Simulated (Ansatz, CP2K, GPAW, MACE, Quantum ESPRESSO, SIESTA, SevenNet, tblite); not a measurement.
# Random rock-salt alloy of CaS and PbS (64 atoms) in Quantum ESPRESSO

Aim: run random rock-salt alloy of CaS and PbS (64 atoms) in Quantum ESPRESSO and see how near its forces come to a plane-wave reference, and at what cost.

Main program and level: Quantum ESPRESSO 7.5; the method is named at each step.

**1. Set-up**

The cell holds 64 atoms: 24 Ca, 32 S and 8 Pb. Its edges and angles: a = 11.503 Å, b = 11.503 Å, c = 11.503 Å, α = 90.0°, β = 90.0°, γ = 90.0°. It derives from CaS (rock-salt), repeated 2×2×2. Rock-salt CaS, 2 x 2 x 2 conventional cells, 8 of 32 Ca sites given to Pb at random (x = 0.250), lattice by Vegard's rule (a = 5.752 Å); not relaxed, displaced by a Gaussian of 0.02 Å. Then every atom was moved at random, 0.02 Å r.m.s. a Cartesian component.

The yardstick, on the same geometry:

```
method                                           : Kohn-Sham DFT, PBE, PAW, plane waves (Ansatz 0.2.0); cutoff 420 eV, Γ point, fermi-dirac smearing of 0.05 eV; PAW set soft_2
r.m.s. force component                           : 0.295 eV/Å
longest force                                    : 1.106 eV/Å
pressure                                         : 2.091 GPa
gap (highest filled to lowest empty level) : 1.891 eV
SCF cycles                                       : 8
time                                             : 8.9 s on 8 threads of Arm Neoverse V2, shared host
CPU time                                         : 62 s
```

**2. PBE, sssp-1.3.0-efficiency, 45/360 Ry**

Method: Kohn-Sham DFT, PBE, SSSP efficiency 1.3.0 pseudopotentials, plane waves.

Input file pw.in:

```
&control
  calculation = 'scf'
  pseudo_dir = './pseudo'
  outdir = './tmp'
  disk_io = 'none'
  tprnfor = .true.
  tstress = .true.
/
&system
  ibrav = 0
  nat = 64
  ntyp = 3
  ecutwfc = 45
  ecutrho = 360
  nosym = .true.
  occupations = 'smearing'
  smearing = 'fd'
  degauss = 0.003675
/
&electrons
  conv_thr = 3.2e-07
  electron_maxstep = 100
  mixing_beta = 0.2
  mixing_mode = 'local-TF'
  diagonalization = 'david'
/
ATOMIC_SPECIES
Ca 40.078 Ca.upf
S 32.060 S.upf
Pb 207.200 Pb.upf
CELL_PARAMETERS angstrom
11.50300 0.00000 0.00000
0.00000 11.50300 0.00000
0.00000 0.00000 11.50300
ATOMIC_POSITIONS crystal
Ca 0.00158 0.00806 0.00216
S 0.25291 0.00489 0.00109
Pb 0.99820 0.25331 0.24927
S 0.25199 0.25106 0.25080
Ca 0.24725 0.99627 0.25193
S 0.99989 0.99992 0.24963
Ca 0.24738 0.24595 0.99999
S 0.99800 0.24900 0.00108
Pb 0.00367 0.99827 0.49561
S 0.24532 0.99752 0.49532
Ca 0.99657 0.24747 0.75295
S 0.24546 0.25109 0.74767
Ca 0.25016 0.99780 0.74444
S 0.99538 0.00024 0.74873
Pb 0.25205 0.24956 0.49954
S 0.99874 0.25178 0.49803
Ca 0.99795 0.49468 0.00387
S 0.24737 0.50232 0.99785
Ca 0.99498 0.74809 0.25021
S 0.25347 0.74769 0.24836
Ca 0.24917 0.49984 0.24997
S 0.00420 0.50060 0.25211
Pb 0.25056 0.75457 0.00339
S 0.99901 0.75407 0.00143
Pb 0.99509 0.49964 0.49815
S 0.25579 0.50014 0.50292
Ca 0.00190 0.74871 0.75088
S 0.24811 0.75147 0.75019
Ca 0.24728 0.49987 0.75183
S 0.99971 0.49633 0.74813
Ca 0.25167 0.75183 0.50181
S 0.00143 0.75148 0.49571
Ca 0.50284 0.00235 0.99901
S 0.74525 0.00146 0.99966
Pb 0.50015 0.24958 0.24780
S 0.74825 0.25033 0.24797
Ca 0.74814 0.00109 0.25207
S 0.49993 0.99960 0.24894
Ca 0.74997 0.24881 0.00267
S 0.49258 0.24978 0.00026
Ca 0.49485 0.99827 0.49574
S 0.75051 0.00071 0.49860
Ca 0.50001 0.24957 0.74831
S 0.75572 0.25162 0.75084
Ca 0.74514 0.00210 0.74937
S 0.50143 0.00099 0.74841
Ca 0.74684 0.25139 0.50157
S 0.49525 0.24926 0.49847
Ca 0.50237 0.50073 0.99974
S 0.75118 0.49855 0.00296
Ca 0.50197 0.74904 0.25490
S 0.74793 0.74920 0.24701
Pb 0.75084 0.49744 0.25114
S 0.49482 0.49999 0.24874
Ca 0.75562 0.74967 0.00195
S 0.49982 0.75453 0.00090
[... 4 atom lines left out ...]
Pb 0.75322 0.50250 0.74618
S 0.49900 0.50226 0.74654
Ca 0.75174 0.75396 0.50093
S 0.49939 0.74707 0.50079
K_POINTS gamma
```

On the command line:

```bash
$ OMP_NUM_THREADS=1 mpirun -np 4 pw.x -in pw.in > output.txt
```

Output:

```text
Program PWSCF
     gamma-point specific algorithms are used
     one sub-group per band group will be used
     scalapack distributed-memory algorithm (size of sub-group:  2*  2 procs)
     Parallelization info
     sticks:   dense  smooth     PW     G-vecs:    dense   smooth      PW
     Min        3382    1693    421               296197   104801   13074
     Max        3384    1696    426               296204   104808   13076
     Sum       13533    6777   1693              1184799   419213   52299
     bravais-lattice index     =            0
     lattice parameter (alat)  =      21.7375  a.u.
     unit-cell volume          =   10271.4075 (a.u.)^3
     number of atoms/cell      =           64
     number of atomic types    =            3
     number of electrons       =       544.00
     number of Kohn-Sham states=          326
     kinetic-energy cutoff     =      45.0000  Ry
     charge density cutoff     =     360.0000  Ry
     scf convergence threshold =      3.2E-07
     mixing beta               =       0.2000
     number of iterations used =            8  local-TF  mixing
     Exchange-correlation= SLA  PW   PBX  PBC
                           (   1   4   3   4   0   0   0)
     crystal axes: (cart. coord. in units of alat)
               a(1) = (   1.000000   0.000000   0.000000 )
               a(2) = (   0.000000   1.000000   0.000000 )
               a(3) = (   0.000000   0.000000   1.000000 )
     reciprocal axes: (cart. coord. in units 2 pi/alat)
               b(1) = (  1.000000  0.000000  0.000000 )
               b(2) = (  0.000000  1.000000  0.000000 )
               b(3) = (  0.000000  0.000000  1.000000 )
     PseudoPot. # 1 for Ca:
     Pseudo is Ultrasoft + core correction, Zval = 10.0
     PseudoPot. # 2 for S :
     Pseudo is Ultrasoft + core correction, Zval =  6.0
     PseudoPot. # 3 for Pb:
     Pseudo is Projector augmented-wave + core cor, Zval = 14.0
     atomic species   valence    mass     pseudopotential
     Ca               10.00    40.07800     Ca( 1.00)
     S                 6.00    32.06000     S ( 1.00)
     Pb               14.00   207.20000     Pb( 1.00)
     No symmetry found
   Cartesian axes
     number of k points=     1  Fermi-Dirac smearing, width (Ry)=  0.0037
                       cart. coord. in units 2pi/alat
        k(    1) = (   0.0000000   0.0000000   0.0000000), wk =   2.0000000
     Dense  grid:   592400 G-vectors     FFT dimensions: ( 135, 135, 135)
     Smooth grid:   209607 G-vectors     FFT dimensions: (  96,  96,  96)
     Initial potential from superposition of free atoms
     starting charge     543.8490, renormalised to     544.0000
     Starting wfcs are  440 randomized atomic wfcs
     Self-consistent Calculation
     iteration #  1     ecut=    45.00 Ry     beta= 0.20
     Threshold (ethr) on eigenvalues was too large:
     Diagonalizing with lowered threshold
     total energy              =   -9542.29760007 Ry
     estimated scf accuracy    <       3.45946460 Ry
     iteration #  2     ecut=    45.00 Ry     beta= 0.20
     total energy              =   -9541.34131913 Ry
     estimated scf accuracy    <       2.51981166 Ry
     iteration #  3     ecut=    45.00 Ry     beta= 0.20
     total energy              =   -9541.78956095 Ry
     estimated scf accuracy    <       0.20403973 Ry
     iteration #  4     ecut=    45.00 Ry     beta= 0.20
     total energy              =   -9541.82957124 Ry
     estimated scf accuracy    <       0.12425157 Ry
     iteration #  5     ecut=    45.00 Ry     beta= 0.20
     c_bands:  1 eigenvalues not converged
     total energy              =   -9541.82590945 Ry
     estimated scf accuracy    <       0.08061637 Ry
     iteration #  6     ecut=    45.00 Ry     beta= 0.20
     c_bands:  1 eigenvalues not converged
     total energy              =   -9541.83805536 Ry
     estimated scf accuracy    <       0.01776522 Ry
[...]
total energy              =   -9541.83870547 Ry
[...]
iteration # 27     ecut=    45.00 Ry     beta= 0.20
     total energy              =   -9541.83870547 Ry
     estimated scf accuracy    <       0.00000096 Ry
     iteration # 28     ecut=    45.00 Ry     beta= 0.20
     total energy              =   -9541.83870544 Ry
     estimated scf accuracy    <       0.00000049 Ry
     iteration # 29     ecut=    45.00 Ry     beta= 0.20
     End of self-consistent calculation
          k = 0.0000 0.0000 0.0000 ( 26150 PWs)   bands (ev):
   -33.1043 -33.0552 -33.0517 -33.0472 -33.0036 -32.9998 -32.9904 -32.9861
   -32.9621 -32.9577 -32.9503 -32.9072 -32.9043 -32.8982 -32.8526 -32.8429
   -32.8384 -32.8070 -32.7997 -32.7850 -32.7467 -32.7362 -32.7065 -32.6391
   -14.1434 -14.1344 -14.1247 -14.1008 -14.0924 -14.0882 -14.0813 -14.0796
   -14.0782 -14.0763 -14.0696 -14.0656 -14.0571 -14.0497 -14.0426 -14.0418
   -14.0357 -14.0321 -14.0269 -14.0255 -14.0219 -14.0193 -14.0114 -14.0058
[...]
11.1578  11.1918  11.2112  11.2438  11.2699  11.2876  11.3083  11.3170
    11.3258  11.3439  11.3515  11.3713  11.3825  11.3988  11.4244  11.4334
    11.4546  11.4736  11.4987  11.5054  11.5253  11.5357  11.5485  11.5789
    11.5892  11.6201  11.6267  11.6500  11.6643  11.6701
     the Fermi energy is     8.1946 ev
!    total energy              =   -9541.83870526 Ry
     estimated scf accuracy    <       0.00000030 Ry
     smearing contrib. (-TS)   =      -0.00000000 Ry
     internal energy E=F+TS    =   -9541.83870525 Ry
     The total energy is F=E-TS. E is the sum of the following terms:
     one-electron contribution =    -976.50954507 Ry
     hartree contribution      =     728.86904547 Ry
     xc contribution           =    -914.11354309 Ry
     ewald contribution        =   -2552.48260531 Ry
     one-center paw contrib.   =   -5827.60205725 Ry
     convergence has been achieved in  29 iterations
     Forces acting on atoms (cartesian axes, Ry/au):
     atom    1 type  1   force =    -0.00405693   -0.01843562   -0.00623453
     atom    2 type  2   force =    -0.00632475    0.01450109   -0.00339116
     atom    3 type  3   force =     0.00774864   -0.00949697    0.01048136
     atom    4 type  2   force =    -0.00903809   -0.00295065   -0.02494979
     atom    5 type  1   force =     0.00539007    0.00654545   -0.01036687
     atom    6 type  2   force =    -0.00273607   -0.01696146   -0.02361917
[...]
atom   62 type  2   force =    -0.01471270   -0.00432627    0.00706827
     atom   63 type  1   force =    -0.00078951   -0.00299102   -0.00296548
     atom   64 type  2   force =     0.00652934    0.00811419    0.00155089
     Total force =     0.160709     Total SCF correction =     0.001391
     Computing stress (Cartesian axis) and pressure
          total   stress  (Ry/bohr**3)                   (kbar)     P=       20.61
   0.00013940  -0.00000025  -0.00000050           20.51       -0.04       -0.07
  -0.00000025   0.00013740  -0.00000003           -0.04       20.21       -0.00
  -0.00000050  -0.00000003   0.00014352           -0.07       -0.00       21.11
     Message from routine punch:
     Nothing written, as per user request (disk_io='none')
```

Run time: 5.4 min. Hardware: 4 MPI ranks of Arm Neoverse V2, shared host; peak memory 3.5 GiB; 22 min of CPU time.

Banners, paths, timers and routine set-up lines are dropped from the logs unmarked, and long logs keep their key lines alone; longer cuts are marked.

Numbers from this run, and their distance from the reference:

```
r.m.s. force component                           : 0.2982 eV/Å
r.m.s. difference of force components            : 3.872 meV/Å
longest difference of force vectors              : 15.47 meV/Å
force difference over r.m.s. force               : 1.313 %
slope of forces against the reference's          : 1.011
correlation of force components                  : 1
gap (highest filled to lowest empty level) : 1.903 eV
gap difference                                   : 0.0119 eV
pressure                                         : 2.061 GPa
pressure difference                              : -0.0297 GPa
```

Length of the force difference by element (eV/Å):

```
element  atoms    mean    most
     Ca     24  0.0011  0.0021
     Pb      8  0.0045  0.0072
      S     32  0.0083   0.015
```

Levels nearest the highest filled one (eV from it): -1.36, -1.17, -1.13, -1.13, -0.98, -0.98, -0.98, -0.90, -0.46, -0.10, -0.04, 0.00, 1.90, 1.91, 1.93, 2.28, 2.29, 2.33, 2.59, 2.61, 2.64, 2.67, 2.68, 2.70.

A closer look about S48, which bears the longest force: 9 atoms, nearest first, numbered in the order of the input, with positions taken from that point.

```
atom      x      y      z  distance (Å)  bonds     Fx     Fy  Fz (eV/Å)
 S48   0.00   0.00   0.00          0.00      6   0.94  -0.04       0.61
Pb15  -2.80   0.00   0.01          2.80      6  -0.38   0.27      -0.03
Ca43   0.05   0.00   2.87          2.87      6  -0.12   0.13       0.09
Ca57   0.06   2.88   0.00          2.88      6  -0.05   0.01       0.08
Pb35   0.06   0.00  -2.88          2.88      6  -0.22   0.00      -0.02
Ca41   0.00  -2.89  -0.03          2.89      6   0.25   0.01       0.09
Ca47   2.89   0.02   0.04          2.89      6   0.20  -0.11      -0.09
 S26  -2.75   2.89   0.05          3.99      6   0.12   0.52      -0.15
  S4  -2.80   0.02  -2.85          3.99      6  -0.23  -0.08      -0.64
```

Forces lie 1.3 % from the reference's, at 21 times its CPU time (on 4 against 8 cores).

**3. PBE, sssp-1.3.0-efficiency, 45/360 Ry, rmm-davidson**

Method: Kohn-Sham DFT, PBE, SSSP efficiency 1.3.0 pseudopotentials, plane waves.

Edit pw.in of step 2 so:

```diff
@@ -24,3 +24,3 @@
   mixing_mode = 'local-TF'
-  diagonalization = 'david'
+  diagonalization = 'rmm-davidson'
 /
```

Output:

```text
[banner, memory and clock lines left out]
Program PWSCF
     gamma-point specific algorithms are used
     one sub-group per band group will be used
[... lines left out ...]
     total energy              =   -9541.74561102 Ry
[... lines left out ...]
     c_bands:  4 eigenvalues not converged
[... lines left out ...]
     total energy              =   -9541.83870516 Ry
[... lines left out ...]
     total energy              =   -9541.83870543 Ry
[... lines left out ...]
     the Fermi energy is     8.1946 ev
!    total energy              =   -9541.83870530 Ry
[... lines left out ...]
     The total energy is F=E-TS. E is the sum of the following terms:
[... lines left out ...]
     convergence has been achieved in  26 iterations
     Forces acting on atoms (cartesian axes, Ry/au):
     atom    1 type  1   force =    -0.00407809   -0.01840796   -0.00623176
     atom    2 type  2   force =    -0.00632763    0.01450129   -0.00338901
     atom    3 type  3   force =     0.00775334   -0.00951364    0.01048884
[...]
atom   63 type  1   force =    -0.00079871   -0.00298104   -0.00299218
     atom   64 type  2   force =     0.00653758    0.00811421    0.00154673
     Total force =     0.160751     Total SCF correction =     0.001133
     Computing stress (Cartesian axis) and pressure
          total   stress  (Ry/bohr**3)                   (kbar)     P=       20.67
   0.00013980  -0.00000025  -0.00000050           20.56       -0.04       -0.07
  -0.00000025   0.00013781  -0.00000003           -0.04       20.27       -0.00
  -0.00000050  -0.00000003   0.00014393           -0.07       -0.00       21.17
     Message from routine punch:
     Nothing written, as per user request (disk_io='none')
```

Run time: 4.8 min. Hardware: 4 MPI ranks; peak memory 3.6 GiB; 19 min of CPU time.

Numbers from this run, and their distance from the reference:

| Item | Value |
| --- | --- |
| r.m.s. force component | 0.2983 eV/Å |
| r.m.s. difference of force components | 3.967 meV/Å |
| longest difference of force vectors | 16.07 meV/Å |
| force difference over r.m.s. force | 1.345 % |
| slope of forces against the reference's | 1.011 |
| correlation of force components | 1 |
| gap (highest filled to lowest empty level) | 1.903 eV |
| gap difference | 0.0119 eV |
| pressure | 2.067 GPa |
| pressure difference | -0.024 GPa |
| energy less the same-level run's | 0 meV/atom |
| r.m.s. force difference from the same-level run | 0.3 meV/Å |

Against the first run (1.3 %), the force difference from the reference is 1.3 %, at 0.88 times the CPU time: another solver or mixer reaches the same state.

**4. All runs compared**

Differences are against the plane-wave reference, forces as r.m.s. over components; share is that over the reference's r.m.s. force, slope the least-squares factor from reference forces to these. Total energies of different programs have different zeros and aren't compared.

```
                                                   run  Δ force, r.m.s. (meV/Å)  share (%)  slope  Δ pressure (GPa)  Δ gap (eV)  cores  CPU time  memory (GiB)
                                             reference                        -          -      -                 -           -      8      62 s           1.8
              QE PBE, sssp-1.3.0-efficiency, 45/360 Ry                     3.87       1.31  1.011           -0.0297      0.0119      4    22 min           3.5
QE PBE, sssp-1.3.0-efficiency, 45/360 Ry, rmm-davidson                     3.97       1.34  1.011            -0.024      0.0119      4    19 min           3.6
```

CPU time is summed over cores on a shared host, where runs went side by side, so it is rough. Symmetry, cutoffs, thresholds, outputs and thread counts weren't matched or tuned between programs; memory under MPI is the largest rank's times the ranks.

Within one program, basis, potentials and functional, energies share a zero. Each run against its twin at the usual cutoff or grid and solver:

```
                                                   run                              twin  Δ energy (meV/atom)  Δ force, r.m.s. (meV/Å)  CPU time over the twin's
QE PBE, sssp-1.3.0-efficiency, 45/360 Ry, rmm-davidson  sssp-1.3.0-efficiency, 45/360 Ry                    0                      0.3                      0.88
```

**5. Results**

```
nearest in forces : a tie at 1.3 % of 2 runs: QE PBE, sssp-1.3.0-efficiency, 45/360 Ry; QE PBE, sssp-1.3.0-efficiency, 45/360 Ry, rmm-davidson
```

**Reading.** PBE on plane waves or a grid with other potentials, cutoffs or grids differs from the reference by 1.3 % in each run of the r.m.s. force; this holds the reference's own error, so differences of a few per cent don't tell which side is nearer the exact PBE result (QE's 45 Ry are 612 eV, against the reference's 420 eV). None of the electronic-structure runs in the table takes under half the reference's CPU time of 62 s; they take 19 to 21 times as much. PBE gaps agree with the reference's 1.89 eV within 0.012 eV. These are spacings on the run's k-points, which needn't hold the band edges. The host structure and its lattice constant were typed by rule, without a check against the phase diagram. The reference's pressure of 2.1 GPa belongs to a cell and atoms that aren't relaxed at this level. The electronic-structure runs sample only Γ, in a cell whose shortest periodic width is 12 Å. Spin–orbit coupling is left out, which matters for the levels of the heavy elements.

[Also dropped from logs without a mark: logging warnings of Python, and SIESTA's first energy breakdown and zero terms.]

[Logs are printed without paths, hosts, clocks, repeated set-up lines and the standing remarks that a program may print on its own settings, such as how far it seeks lower states.]

[Hosts, paths, dates, database ids (printed as entryN), source tags and the programs' standing remarks are cut or masked in the printed files.]
